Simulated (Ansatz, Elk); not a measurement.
# ZnGa2Se3S: X-ray structure factors from the self-consistent density, part 2 of 2

The structure of ZnGa2Se3S used here is made up (a known structure type with other elements) and was relaxed beforehand with r2SCAN. The aim is the Fourier transform of its all-electron density, F(hkl), set beside the sum over free spherical atoms that refinements use.

Elk 11.2.3 (patched build); all-electron DFT.

So far: Set-up; Ground state and structure factors.

The structure was built from a prototype and need not be the compound's stable phase.

**3. The highest occupied states alone**

Level of this step: DFT, PBE, all-electron APW+lo, Dirac cores, scalar-relativistic bands, static density, no spin (Elk).

An energy window below the Fermi level keeps the highest occupied states, to see at which angles they scatter; shallow core shells can lie inside it and anion s states outside. No new self-consistency is needed.

Input file elk.in:

```
tasks
  195

xctype
  20

spinpol
  .false.

rgkmax
  7.0

gmaxvr
  14.0

lmaxo
  7

lmaxapw
  8

swidth
  0.002

tshift
  .false.

ramdisk
  .false.

hmaxvr
  5.5

maxscl
  120

epspot
  1e-06

wsfac
  -0.267170 0.473820

sppath
  './'

avec
  3.61123834740 2.08494943198 23.81160443186
  -3.61123834740 2.08494943198 23.81160443186
  0.00000000000 -4.16989886396 23.81160443186

atoms
  4
  'Se.in'
  3
  0.7062315696 0.7062315696 0.7062315696   0.000000 0.000000 0.000000
  0.2994761582 0.2994761582 0.2994761582   0.000000 0.000000 0.000000
  0.8747524219 0.8747524219 0.8747524219   0.000000 0.000000 0.000000
  'Ga.in'
  2
  0.7692917309 0.7692917309 0.7692917309   0.000000 0.000000 0.000000
  0.9997440781 0.9997440781 0.9997440781   0.000000 0.000000 0.000000
  'Zn.in'
  1
  0.2298662116 0.2298662116 0.2298662116   0.000000 0.000000 0.000000
  'S.in'
  1
  0.1255044977 0.1255044977 0.1255044977   0.000000 0.000000 0.000000

ngridk
  7 7 7
```

The run is started by

```console
$ OMP_NUM_THREADS=4 elk
```

Numbers of over 12 decimals in the logs are rounded to 6 here.

Log:

```text
┌─────────────────────────────────┐
│ Elk code version 11.2.3 started │
└─────────────────────────────────┘

Info(readinput): the functional depends on the density's gradient
 muffin-tin radial points multiplied by    2.00000
 (not where nrmtscf is given)

┌────────────────────┐
│ Current task : 195 │
└────────────────────┘
Info(checkmt): changed muffin-tin radius of species 1 (Se) from   2.4000 to   2.1729
Info(checkmt): changed muffin-tin radius of species 2 (Ga) from   2.4000 to   2.2818
Info(checkmt): changed muffin-tin radius of species 3 (Zn) from   2.4000 to   2.2004
Info(checkmt): changed muffin-tin radius of species 4 (S) from   2.2000 to   2.1181

Info(sfacrho): density structure factors written to SFACRHO.OUT

 Energy window :  -0.2671700000      0.4738200000

┌──────────────────┐
│ Elk code stopped │
└──────────────────┘
```

Elapsed: 31 s, on 4 threads of Arm Neoverse V1, shared host; peak memory 0.4 GiB; 42 s of CPU time.

States within 12 eV below the Fermi level hold 34.00 electrons; any levels below the window count with the cores. Their amplitudes can exceed the total, where window and core parts have opposite phase:

```
   hkl  sin θ/λ (Å⁻¹)  abs F, window  abs F, all
   003          0.040          8.485      26.822
   006          0.079          8.472      18.861
   009          0.119         12.288      81.159
   101          0.152          8.987      47.776
   012          0.153         11.357      75.280
0 0 12          0.159          9.796      63.995
   104          0.160          7.379      53.199
   015          0.165          5.834      29.681
   107          0.177          5.233      67.601
   018          0.184          8.705      54.327
```

**4. Another functional**

The difference from free atoms is small, so it is set against the change that LDA (Perdew-Wang) makes.

elk.in, as its differences from that of step 3:

```diff
@@ -1,2 +1,3 @@
 tasks
+  0
   195
@@ -4,3 +5,3 @@
 xctype
-  20
+  3
 
@@ -39,5 +40,2 @@
 
-wsfac
-  -0.267170 0.473820
-
 sppath
```

The run is started by

```console
$ OMP_NUM_THREADS=4 elk
```

Log:

```text
┌─────────────────────────┐
│ Elk code version 11.2.3 │
└─────────────────────────┘

All units are atomic (Hartree, Bohr, etc.)

┌─────────────────────────────────────────────────┐
│ Ground-state run starting from atomic densities │
└─────────────────────────────────────────────────┘

Lattice vectors :
   3.611238347       2.084949432       23.81160443
  -3.611238347       2.084949432       23.81160443
   0.000000000      -4.169898864       23.81160443

Reciprocal lattice vectors :
  0.8699488517      0.5022652037      0.8795690809E-01
[...]
total in muffin-tins        :    197.1126888
 total calculated charge     :    209.9954002
 total charge                :    210.0000000
 error                       :   0.4599771984E-02

┌──────────────────────────────┐
│ Self-consistent loop stopped │
└──────────────────────────────┘

Warning : core states of species 1 leak from the muffin-tin :   0.2591743548E-03

Warning : core states of species 2 leak from the muffin-tin :   0.1430922716E-02

Warning : core states of species 3 leak from the muffin-tin :   0.2740910602E-03

Warning : core states of species 4 leak from the muffin-tin :   0.1146863327E-03

Wrote STATE.OUT
[key lines of the parts left out:]
total energy                :     -13355.466832010
```

Run time: 5.9 min. Hardware: 4 threads; peak memory 0.56 GiB; 21 min of CPU time.

Against the first run R = 0.07 %; the largest change is -0.091 at 300.

**5. A coarser k-mesh**

About half the k-points along each axis test the sampling.

elk.in, as its differences from that of step 4:

```diff
@@ -5,3 +5,3 @@
 xctype
-  3
+  20
 
@@ -67,2 +67,2 @@
 ngridk
-  7 7 7
+  4 4 4
```

The run is started by

```console
$ OMP_NUM_THREADS=4 elk
```

Log:

```text
┌─────────────────────────┐
│ Elk code version 11.2.3 │
└─────────────────────────┘

All units are atomic (Hartree, Bohr, etc.)

┌─────────────────────────────────────────────────┐
│ Ground-state run starting from atomic densities │
└─────────────────────────────────────────────────┘

Lattice vectors :
   3.611238347       2.084949432       23.81160443
  -3.611238347       2.084949432       23.81160443
   0.000000000      -4.169898864       23.81160443

Reciprocal lattice vectors :
  0.8699488517      0.5022652037      0.8795690809E-01
[...]
total in muffin-tins        :    197.1006844
 total calculated charge     :    209.9954742
 total charge                :    210.0000000
 error                       :   0.4525782079E-02

┌──────────────────────────────┐
│ Self-consistent loop stopped │
└──────────────────────────────┘

Warning : core states of species 1 leak from the muffin-tin :   0.2590222036E-03

Warning : core states of species 2 leak from the muffin-tin :   0.1392296492E-02

Warning : core states of species 3 leak from the muffin-tin :   0.2649378529E-03

Warning : core states of species 4 leak from the muffin-tin :   0.1206025589E-03

Wrote STATE.OUT
[key lines of the parts left out:]
total energy                :     -13374.362372722
```

Run time: 2.8 min. Hardware: 4 threads; peak memory 0.67 GiB.

Against the first run R = 0.00 %; the largest change is -0.032 at 006.

**6. Settings against the effect**

```
              run  R against the first run (%)  R against neutral atoms, low angle (%)  wall time
    PBE, rgkmax 7                         0.00                                    0.52    6.5 min
LDA (Perdew-Wang)                         0.07                                    0.51    5.9 min
     k-mesh 4×4×4                         0.00                                    0.52    2.8 min
```

**7. Summary of results**

```yaml
r_against_neutral_atoms_sin_theta_lambda_0p3_a_minus1: 0.52 %
r_against_neutral_atoms_0p3_to_0p60_a_minus1: 0.21 %
```

In words: Independent neutral atoms miss the calculated amplitudes by R = 0.52 % below 0.3 Å⁻¹ and 0.21 % from there to 0.60 Å⁻¹; by shells, 0.19 % below 0.15 Å⁻¹ (3 forms), 0.53 % 0.15 to 0.3 (21 forms), 0.30 % 0.3 to 0.45 (46 forms), 0.16 % above 0.45 (79 forms). Bonding, aspherical density and the tables' own atoms all enter these figures, and the runs don't part them. The largest change of an amplitude is -0.67 electrons, at 110. R counts amplitudes alone; phases shift too. The window's part falls from 34.0 electrons at the origin to at most 3.15 between 0.45 and 0.60 Å⁻¹, where compact states inside the window still scatter. Below 0.3 Å⁻¹ the changes that finished (LDA (Perdew-Wang) and k-mesh 4×4×4) move F by R = 0.02 % at most, against the 0.52 % that separates it from free atoms. The basis has no finished test. Part of the difference isn't bonding: the tables are fits to free atoms and ions calculated by other methods than this functional. Thermal motion, anomalous dispersion and extinction are left out.

[Logs are printed without paths, hosts, clocks, repeated set-up lines and the standing remarks that a program may print on its own settings, such as how far it seeks lower states.]

[Hosts, paths, dates, database ids (printed as entryN), source tags and the programs' standing remarks are cut or masked in the printed files.]
